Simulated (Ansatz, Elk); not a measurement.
# How far do independent atoms describe MoS?

Structure refinements treat a crystal as free atoms side by side. For a made-up structure of MoS (cell and positions from a PBE relaxation) the runs below show what the calculated density changes in F(hkl).

Method: DFT, PBE, all-electron APW+lo, Dirac cores, scalar-relativistic bands, static density, no spin, in Elk 11.2.3 (patched build).

The structure was built from a prototype and need not be the compound's stable phase.

## 1. Starting point

Symmetry: Cmcm, No. 63, orthorhombic system. The conventional cell has a = 3.621 Å, b = 11.089 Å, c = 3.084 Å, α = 90.00°, β = 90.00°, γ = 90.00°. Nearest to Mo lie 5 S at 2.49 to 2.63 Å and 2 Mo at 2.67 Å. Nearest to S lie 5 Mo at 2.49 to 2.63 Å. Farther neighbours and most contacts between anions are not listed.

## 2. Ground state and structure factors

An all-electron density is needed, since X-rays see the cores too. Task 0 finds the density and task 195 Fourier-transforms it; tshift is off so that phases refer to the origin typed.

elk.in reads:

```
tasks
  0
  195

xctype
  20

spinpol
  .false.

rgkmax
  7.0

gmaxvr
  14.0

lmaxo
  7

lmaxapw
  8

swidth
  0.002

tshift
  .false.

ramdisk
  .false.

hmaxvr
  5.5

maxscl
  120

epspot
  1e-06

sppath
  './'

avec
  3.42146452284 -10.47790884669 0.00000000000
  3.42146452284 10.47790884669 0.00000000000
  0.00000000000 0.00000000000 5.82723628277

atoms
  2
  'Mo.in'
  2
  0.0983562421 0.9016437579 0.7500000000   0.000000 0.000000 0.000000
  0.9016437579 0.0983562421 0.2500000000   0.000000 0.000000 0.000000
  'S.in'
  2
  0.3358341912 0.6641658088 0.7500000000   0.000000 0.000000 0.000000
  0.6641658088 0.3358341912 0.2500000000   0.000000 0.000000 0.000000

ngridk
  7 7 7
```

The run is started by

```
$ OMP_NUM_THREADS=4 elk
```

Numbers of over 12 decimals in the logs are rounded to 6 here.

Log:

```text
┌─────────────────────────┐
│ Elk code version 11.2.3 │
└─────────────────────────┘

All units are atomic (Hartree, Bohr, etc.)

┌─────────────────────────────────────────────────┐
│ Ground-state run starting from atomic densities │
└─────────────────────────────────────────────────┘

Lattice vectors :
   3.421464523      -10.47790885       0.000000000
   3.421464523       10.47790885       0.000000000
   0.000000000       0.000000000       5.827236283

Reciprocal lattice vectors :
  0.9182011483     -0.2998301187       0.000000000
  0.9182011483      0.2998301187      -0.000000000
  -0.000000000       0.000000000       1.078244472

Unit cell volume      :    417.8104336
Brillouin zone volume :   0.5936908069

Muffin-tin inner radius fraction :   0.1000000000E-01

Nuclei treated as point charges

Species : 1 (Mo)
 parameters loaded from : Mo.in
 name : molybdenum
 nuclear charge    :   -42.00000000
 electronic charge :    42.00000000
 atomic mass :    174887.9214
 muffin-tin radius :    2.473364327
 number of radial points in muffin-tin :   1193
 inner part over the whole radius :   0.9908792547E-02
 number on inner part of muffin-tin    :    847
 approximate nuclear radius :   0.8334154960E-04
 number of mesh points to nuclear radius :    421
 atomic positions (lattice), magnetic fields (Cartesian) :
  1 :   0.09835624 -0.09835624 -0.25000000    0.00000000  0.00000000  0.00000000
  2 :  -0.09835624  0.09835624  0.25000000    0.00000000  0.00000000  0.00000000

Species : 2 (S)
 parameters loaded from : S.in
 name : sulphur
 nuclear charge    :   -16.00000000
 electronic charge :    16.00000000
 atomic mass :    58450.91931
 muffin-tin radius :    2.177432248
 number of radial points in muffin-tin :    793
 inner part over the whole radius :   0.9921379108E-02
 number on inner part of muffin-tin    :    554
 approximate nuclear radius :   0.6195814986E-04
 number of mesh points to nuclear radius :    251
 atomic positions (lattice), magnetic fields (Cartesian) :
  1 :   0.33583419 -0.33583419 -0.25000000    0.00000000  0.00000000  0.00000000
  2 :  -0.33583419  0.33583419  0.25000000    0.00000000  0.00000000  0.00000000

Total number of atoms per unit cell :    4
Total muffin-tin volume :    213.2475337
 ratio of muffin-tin to unit cell volume :   0.5103930313

Spin treatment :
 spin-unpolarised

Number of Bravais lattice symmetries :    8
Number of crystal symmetries         :    8
Crystal has inversion symmetry
Real symmetric eigensolver will be used

k-point grid :      7     7     7
k-point offset :    0.000000000       0.000000000       0.000000000
k-point set is reduced with full crystal symmetry group
Total number of k-points :       64

Muffin-tin radius times maximum |G+k| :    7.000000000
 using average radius
Maximum |G+k| for APW functions       :    3.010237015
Maximum (1/2)|G+k|²                   :    4.530763444
Maximum |G| for potential and density :    14.00000000
Constant for pseudocharge density :    9
 order of it for each species :   16  16
 order of it for pair densities of each species (exact exchange by exxq0 0: 17) :   11   8
Radial integration step length :    1

G-vector grid sizes :     50    50    27
Number of G-vectors :    19313

Maximum angular momentum used for
 APW functions            :    8
 outer part of muffin-tin :    7
 inner part of muffin-tin :    2

Total nuclear charge    :   -116.0000000
Total core charge       :    76.00000000
Total valence charge    :    40.00000000
Total excess charge     :    0.000000000
Total electronic charge :    116.0000000

Effective Wigner radius, rₛ :   0.9509205382

Number of empty states         :     16
Total number of valence states :     37
Total number of core states    :     76

Third-order local-orbitals added for an l without core states : T
Total number of local-orbitals :     46

Exchange-correlation functional :     20     0     0
 Perdew-Burke-Ernzerhof, Phys. Rev. Lett. 77, 3865 (1996)
 gradient requirement :    1
[...]
Madelung                    :     -10755.446389952
 xc potential                :     -386.66078461903
 exchange                    :     -293.06827663964
 correlation                 :     -5.703839
 electron entropic           :    -0.71109544760647E-03
 total energy                :     -8899.0352434289

Density of states at Fermi energy :    53.19627737
 (states/Hartree/unit cell)

Estimated indirect band gap :   0.1117902646E-02
 from k-point 42 to k-point 46
Estimated direct band gap   :   0.7018907514E-02
 at k-point 42

Charges :
 core                        :    76.00000000
 valence                     :    40.00000000
 interstitial                :    6.811073782
 muffin-tins (core leakage)
  species : 1 (Mo)
   atom 1                    :    39.79288014     (  0.5718805660E-06)
   atom 2                    :    39.79288014     (  0.5718805660E-06)
  species : 2 (S)
[...]
total in muffin-tins        :    109.1889262
 total calculated charge     :    115.9993205
 total charge                :    116.0000000
 error                       :   0.6795032279E-03

RMS change in Kohn-Sham potential (target) :   0.3355742947     (  0.1000000000E-05)
Absolute change in total energy (target)   :   0.2753536917     (  0.1000000000E-03)

[... loops 3 to 14 left out ...]

┌──────────────────┐
│ Loop number : 15 │
└──────────────────┘

Energies :
 Fermi                       :     0.396720
 sum of occupied eigenvalues :     -5254.4799179369
 electron kinetic            :      9198.6679783817
 core electron kinetic       :      8979.5163930825
 Coulomb                     :     -17797.040377650
 Coulomb potential           :     -14063.651767728
 nuclear-nuclear             :     -1119.2770728984
 electron-nuclear            :     -19320.989759044
 Hartree                     :      2643.2264542924
 Madelung                    :     -10765.214493787
 xc potential                :     -389.49612859103
 exchange                    :     -293.50519550102
 correlation                 :     -5.705504
 electron entropic           :    -0.74698375519903E-03
 total energy                :     -8897.5838460973

Density of states at Fermi energy :    58.85234535
 (states/Hartree/unit cell)

Estimated indirect band gap :   0.7512233380E-03
 from k-point 55 to k-point 10
Estimated direct band gap   :   0.6396207369E-02
 at k-point 10

Charges :
 core                        :    76.00000000
 valence                     :    40.00000000
 interstitial                :    6.445120198
 muffin-tins (core leakage)
  species : 1 (Mo)
[...]
species : 2 (S)
[...]
total in muffin-tins        :    109.5548798
 total calculated charge     :    115.9992534
 total charge                :    116.0000000
 error                       :   0.7465724479E-03

RMS change in Kohn-Sham potential (target) :   0.2881136306E-06 (  0.1000000000E-05)
Absolute change in total energy (target)   :   0.6626645882E-04 (  0.1000000000E-03)

Convergence targets achieved

┌──────────────────┐
│ Loop number : 16 │
└──────────────────┘

Energies :
 Fermi                       :     0.396720
 sum of occupied eigenvalues :     -5254.4799158246
 electron kinetic            :      9198.6679805846
 core electron kinetic       :      8979.5163881068
 Coulomb                     :     -17797.040379221
 Coulomb potential           :     -14063.651757044
 nuclear-nuclear             :     -1119.2770728984
 electron-nuclear            :     -19320.989772607
 Hartree                     :      2643.2264662846
 Madelung                    :     -10765.214500699
 xc potential                :     -389.49613936554
 exchange                    :     -293.50519567177
 correlation                 :     -5.705504
 electron entropic           :    -0.74698387210206E-03
 total energy                :     -8897.5838456308

Density of states at Fermi energy :    58.85234792
 (states/Hartree/unit cell)

Estimated indirect band gap :   0.7512303466E-03
 from k-point 55 to k-point 10
Estimated direct band gap   :   0.6396190310E-02
 at k-point 10

Charges :
 core                        :    76.00000000
 valence                     :    40.00000000
 interstitial                :    6.445119754
 muffin-tins (core leakage)
  species : 1 (Mo)
[...]
atom 2                    :    40.19817136     (  0.5234055678E-06)
  species : 2 (S)
   atom 1                    :    14.57926877     (  0.8185680893E-04)
   atom 2                    :    14.57926877     (  0.8185680893E-04)
 total in muffin-tins        :    109.5548802
 total calculated charge     :    115.9992534
 total charge                :    116.0000000
 error                       :   0.7465726663E-03

┌──────────────────────────────┐
│ Self-consistent loop stopped │
└──────────────────────────────┘

Wrote STATE.OUT
```

It took 32 s on 4 threads of Arm Neoverse V1, shared host; peak memory 0.18 GiB.

SFACRHO.OUT:

```text

h k l indices transformed by vhmat matrix:
   1.000000000       0.000000000       0.000000000    
   0.000000000       1.000000000       0.000000000    
   0.000000000       0.000000000       1.000000000    

      h      k      l  multipl.   |H|            Re(F)            Im(F)           |F|

      0      0      0      1   0.0000000       116.00000      0.16485938E-15   116.00000    
     -1      1      0      2  0.59966024       12.096455     -0.11596569E-13   12.096455    
     -1      0      0      4  0.96591482       45.698773      0.28991423E-14   45.698773    
      0      0     -1      2   1.0782445      0.25898408E-13 -0.11596569E-13  0.28376186E-13
      2     -2      0      2   1.1993205      -66.265741     -0.26092280E-13   66.265741    
     -1      1      1      2   1.2337761      -43.303974      0.14495711E-13   43.303974    
      1     -1      1      2   1.2337761       43.303974      0.11596569E-13   43.303974    
      2     -1      0      4   1.2853701       4.2104355      0.90598196E-16   4.2104355    
      1      0     -1      4   1.4476196      -55.590280      0.11596569E-13   55.590280    
      1      0      1      4   1.4476196       55.590280     -0.28991423E-14   55.590280    
      2     -2     -1      2   1.6127556      -54.990549     -0.17394854E-13   54.990549    
      2     -2      1      2   1.6127556       54.990549      0.17394854E-13   54.990549    
     -2      1      1      4   1.6777328      -59.184957     -0.14495711E-13   59.184957    
      1     -2      1      4   1.6777328       59.184957      0.31890565E-13   59.184957    
      2     -3      0      4   1.7579948      -67.812696     -0.39138421E-13   67.812696    
      3     -3      0      2   1.7989807      -30.653949     -0.23011942E-13   30.653949    
      1      1      0      2   1.8364023       77.617277     -0.28789802E-13   77.617277    
      2      0      0      4   1.9318296       10.310521     -0.14495711E-14   10.310521
```

Elk indexes on the primitive cell of elk.in and gives |H| = 4π sin θ/λ in inverse bohr. Below, one row stands for each form hkl of the conventional cell (m members, Friedel mates merged), F is for one primitive cell and the density is static (no thermal factor). Free-atom factors are Waasmaier and Kirfel's, and R is Σm||F|−|F'||/Σm|F|.

| hkl | m | sin θ/λ (Å⁻¹) | abs F, DFT | neutral atoms | diff. |
| --- | --- | --- | --- | --- | --- |
| 020 | 2 | 0.090 | 12.097 | 12.085 | +0.012 |
| 110 | 4 | 0.145 | 45.699 | 45.843 | -0.144 |
| 001 | 2 | 0.162 | 0.000 | 0.000 | +0.000 |
| 040 | 2 | 0.180 | 66.266 | 66.557 | -0.291 |
| 021 | 4 | 0.185 | 43.304 | 43.824 | -0.520 |
| 130 | 4 | 0.193 | 4.210 | 3.820 | +0.390 |
| 111 | 8 | 0.218 | 55.590 | 55.687 | -0.096 |
| 041 | 4 | 0.242 | 54.990 | 55.345 | -0.355 |
| 131 | 8 | 0.252 | 59.185 | 59.660 | -0.475 |
| 150 | 4 | 0.264 | 67.813 | 68.254 | -0.441 |
| 060 | 2 | 0.271 | 30.654 | 31.200 | -0.546 |
| 200 | 2 | 0.276 | 77.617 | 77.805 | -0.187 |
| 220 | 4 | 0.290 | 10.310 | 10.263 | +0.048 |
| 151 | 8 | 0.310 | 13.136 | 13.157 | -0.020 |
| 061 | 4 | 0.315 | 28.172 | 28.128 | +0.044 |
| 201 | 4 | 0.320 | 0.000 | 0.000 | +0.000 |
| 002 | 2 | 0.324 | 72.051 | 72.165 | -0.114 |
| 240 | 4 | 0.330 | 51.967 | 52.138 | -0.172 |

## 3. The highest occupied states alone

An energy window below the Fermi level keeps the highest occupied states, to see at which angles they scatter; shallow core shells can lie inside it and anion s states outside. No new self-consistency is needed.

elk.in, as its differences from that of step 2:

```diff
@@ -1,3 +1,2 @@
 tasks
-  0
   195
@@ -40,2 +39,5 @@
 
+wsfac
+  0.029230 0.696720
+
 sppath
```

The run is started by

```
$ OMP_NUM_THREADS=4 elk
```

Log:

```text
┌─────────────────────────────────┐
│ Elk code version 11.2.3 started │
└─────────────────────────────────┘

Info(readinput): the functional depends on the density's gradient
 muffin-tin radial points multiplied by    2.00000
 (not where nrmtscf is given)

┌────────────────────┐
│ Current task : 195 │
└────────────────────┘
Info(checkmt): changed muffin-tin radius of species 1 (Mo) from   2.6000 to   2.4734
Info(checkmt): changed muffin-tin radius of species 2 (S) from   2.2000 to   2.1774

Info(sfacrho): density structure factors written to SFACRHO.OUT

 Energy window :   0.2923000000E-01  0.6967200000

┌──────────────────┐
│ Elk code stopped │
└──────────────────┘
```

Elapsed: 6.9 s, on 4 threads; peak memory 0.18 GiB.

States within 10 eV below the Fermi level hold 20.00 electrons; any levels below the window count with the cores. Their amplitudes can exceed the total, where window and core parts have opposite phase:

| hkl | sin θ/λ (Å⁻¹) | abs F, window | abs F, all |
| --- | --- | --- | --- |
| 020 | 0.090 | 0.178 | 12.097 |
| 110 | 0.145 | 2.053 | 45.699 |
| 001 | 0.162 | 0.000 | 0.000 |
| 040 | 0.180 | 3.842 | 66.266 |
| 021 | 0.185 | 0.504 | 43.304 |
| 130 | 0.193 | 1.780 | 4.210 |
| 111 | 0.218 | 2.683 | 55.590 |
| 041 | 0.242 | 1.643 | 54.990 |
| 131 | 0.252 | 1.020 | 59.185 |
| 150 | 0.264 | 1.212 | 67.813 |

## 4. Another functional

The difference from free atoms is small, so it is set against the change that LDA (Perdew-Wang) makes.

elk.in, as its differences from that of step 3:

```diff
@@ -1,2 +1,3 @@
 tasks
+  0
   195
@@ -4,3 +5,3 @@
 xctype
-  20
+  3
 
@@ -39,5 +40,2 @@
 
-wsfac
-  0.029230 0.696720
-
 sppath
```

The run is started by

```
$ OMP_NUM_THREADS=4 elk
```

Log:

```text
┌─────────────────────────┐
│ Elk code version 11.2.3 │
└─────────────────────────┘

All units are atomic (Hartree, Bohr, etc.)

┌─────────────────────────────────────────────────┐
│ Ground-state run starting from atomic densities │
└─────────────────────────────────────────────────┘

Lattice vectors :
   3.421464523      -10.47790885       0.000000000
   3.421464523       10.47790885       0.000000000
   0.000000000       0.000000000       5.827236283

Reciprocal lattice vectors :
  0.9182011483     -0.2998301187       0.000000000
[...]
valence                     :    40.00000000
 interstitial                :    6.454014125
 muffin-tins (core leakage)
  species : 1 (Mo)
[...]
species : 2 (S)
   atom 1                    :    14.56247160     (  0.7581814974E-04)
   atom 2                    :    14.56247160     (  0.7581814974E-04)
 total in muffin-tins        :    109.5459859
 total calculated charge     :    115.9992613
 total charge                :    116.0000000
 error                       :   0.7387237821E-03

┌──────────────────────────────┐
│ Self-consistent loop stopped │
└──────────────────────────────┘

Wrote STATE.OUT
[key lines of the parts left out:]
total energy                :     -8886.9066364681
```

It took 19 s on 4 threads; peak memory 0.18 GiB.

Against the first run R = 0.05 %; the largest change is -0.039 at 481.

## 5. A coarser k-mesh

About half the k-points along each axis test the sampling.

elk.in, as its differences from that of step 4:

```diff
@@ -5,3 +5,3 @@
 xctype
-  3
+  20
 
@@ -60,2 +60,2 @@
 ngridk
-  7 7 7
+  4 4 4
```

The run is started by

```
$ OMP_NUM_THREADS=4 elk
```

Log:

```text
┌─────────────────────────┐
│ Elk code version 11.2.3 │
└─────────────────────────┘

All units are atomic (Hartree, Bohr, etc.)

┌─────────────────────────────────────────────────┐
│ Ground-state run starting from atomic densities │
└─────────────────────────────────────────────────┘

Lattice vectors :
   3.421464523      -10.47790885       0.000000000
   3.421464523       10.47790885       0.000000000
   0.000000000       0.000000000       5.827236283

Reciprocal lattice vectors :
  0.9182011483     -0.2998301187       0.000000000
[...]
valence                     :    40.00000000
 interstitial                :    6.447370965
 muffin-tins (core leakage)
  species : 1 (Mo)
[...]
species : 2 (S)
   atom 1                    :    14.58356071     (  0.8191324556E-04)
   atom 2                    :    14.58356071     (  0.8191324556E-04)
 total in muffin-tins        :    109.5526290
 total calculated charge     :    115.9992802
 total charge                :    116.0000000
 error                       :   0.7197967336E-03

┌──────────────────────────────┐
│ Self-consistent loop stopped │
└──────────────────────────────┘

Wrote STATE.OUT
[key lines of the parts left out:]
total energy                :     -8897.5836408496
```

The job ended after 17 s (4 threads; peak memory 0.18 GiB).

Against the first run R = 0.02 %; the largest change is -0.059 at 002.

## 6. Basis size

A smaller basis shows how fast F responds to it; the change is likely larger than the basis error of the first run, but doesn't show convergence.

elk.in, as its differences from that of step 5:

```diff
@@ -11,3 +11,3 @@
 rgkmax
-  7.0
+  5.5
 
@@ -60,2 +60,2 @@
 ngridk
-  4 4 4
+  7 7 7
```

The run is started by

```
$ OMP_NUM_THREADS=4 elk
```

Log:

```text
┌─────────────────────────┐
│ Elk code version 11.2.3 │
└─────────────────────────┘

All units are atomic (Hartree, Bohr, etc.)

┌─────────────────────────────────────────────────┐
│ Ground-state run starting from atomic densities │
└─────────────────────────────────────────────────┘

Lattice vectors :
   3.421464523      -10.47790885       0.000000000
   3.421464523       10.47790885       0.000000000
   0.000000000       0.000000000       5.827236283

Reciprocal lattice vectors :
  0.9182011483     -0.2998301187       0.000000000
[...]
valence                     :    40.00000000
 interstitial                :    6.655126801
 muffin-tins (core leakage)
  species : 1 (Mo)
[...]
species : 2 (S)
   atom 1                    :    14.54403591     (  0.8144509299E-04)
   atom 2                    :    14.54403591     (  0.8144509299E-04)
 total in muffin-tins        :    109.3448732
 total calculated charge     :    115.9997766
 total charge                :    116.0000000
 error                       :   0.2233743618E-03

┌──────────────────────────────┐
│ Self-consistent loop stopped │
└──────────────────────────────┘

Wrote STATE.OUT
[key lines of the parts left out:]
total energy                :     -8897.4757466364
```

It took 30 s on 4 threads; peak memory 0.18 GiB; 93 s of CPU time.

Against the first run R = 0.04 %; the largest change is +0.077 at 240.

## 7. Settings against the effect

| run | R against the first run (%) | R against neutral atoms, low angle (%) | wall time |
| --- | --- | --- | --- |
| PBE, rgkmax 7 | 0.00 | 0.65 | 32 s |
| LDA (Perdew-Wang) | 0.05 | 0.65 | 19 s |
| k-mesh 4×4×4 | 0.02 | 0.65 | 17 s |
| rgkmax 5.5 | 0.04 | 0.71 | 30 s |

## 8. Results

```yaml
r_against_neutral_atoms_sin_theta_lambda_0p3_a_minus1: 0.65 %
r_against_neutral_atoms_0p3_to_0p74_a_minus1: 0.36 %
```

In words: Independent neutral atoms miss the calculated amplitudes by R = 0.65 % below 0.3 Å⁻¹ and 0.36 % from there to 0.74 Å⁻¹; by shells, 0.29 % below 0.15 Å⁻¹ (2 forms), 0.69 % 0.15 to 0.3 (10 forms), 0.52 % 0.3 to 0.45 (24 forms), 0.32 % above 0.45 (107 forms). Bonding, aspherical density and the tables' own atoms all enter these figures, and the runs don't part them. The largest change of an amplitude is -0.55 electrons, at 060. The window's part falls from 20.0 electrons at the origin to at most 0.33 between 0.45 and 0.74 Å⁻¹. Below 0.3 Å⁻¹ the changes that finished (LDA (Perdew-Wang), k-mesh 4×4×4 and rgkmax 5.5) move F by R = 0.07 % at most, against the 0.65 % that separates it from free atoms. These runs have no spin, though d or f shells may be open. Part of the difference isn't bonding: the tables are fits to free atoms and ions calculated by other methods than this functional. Thermal motion, anomalous dispersion and extinction are left out.

[Logs are printed without paths, hosts, clocks, repeated set-up lines and the standing remarks that a program may print on its own settings, such as how far it seeks lower states.]

[Hosts, paths, dates, database ids (printed as entryN), source tags and the programs' standing remarks are cut or masked in the printed files.]
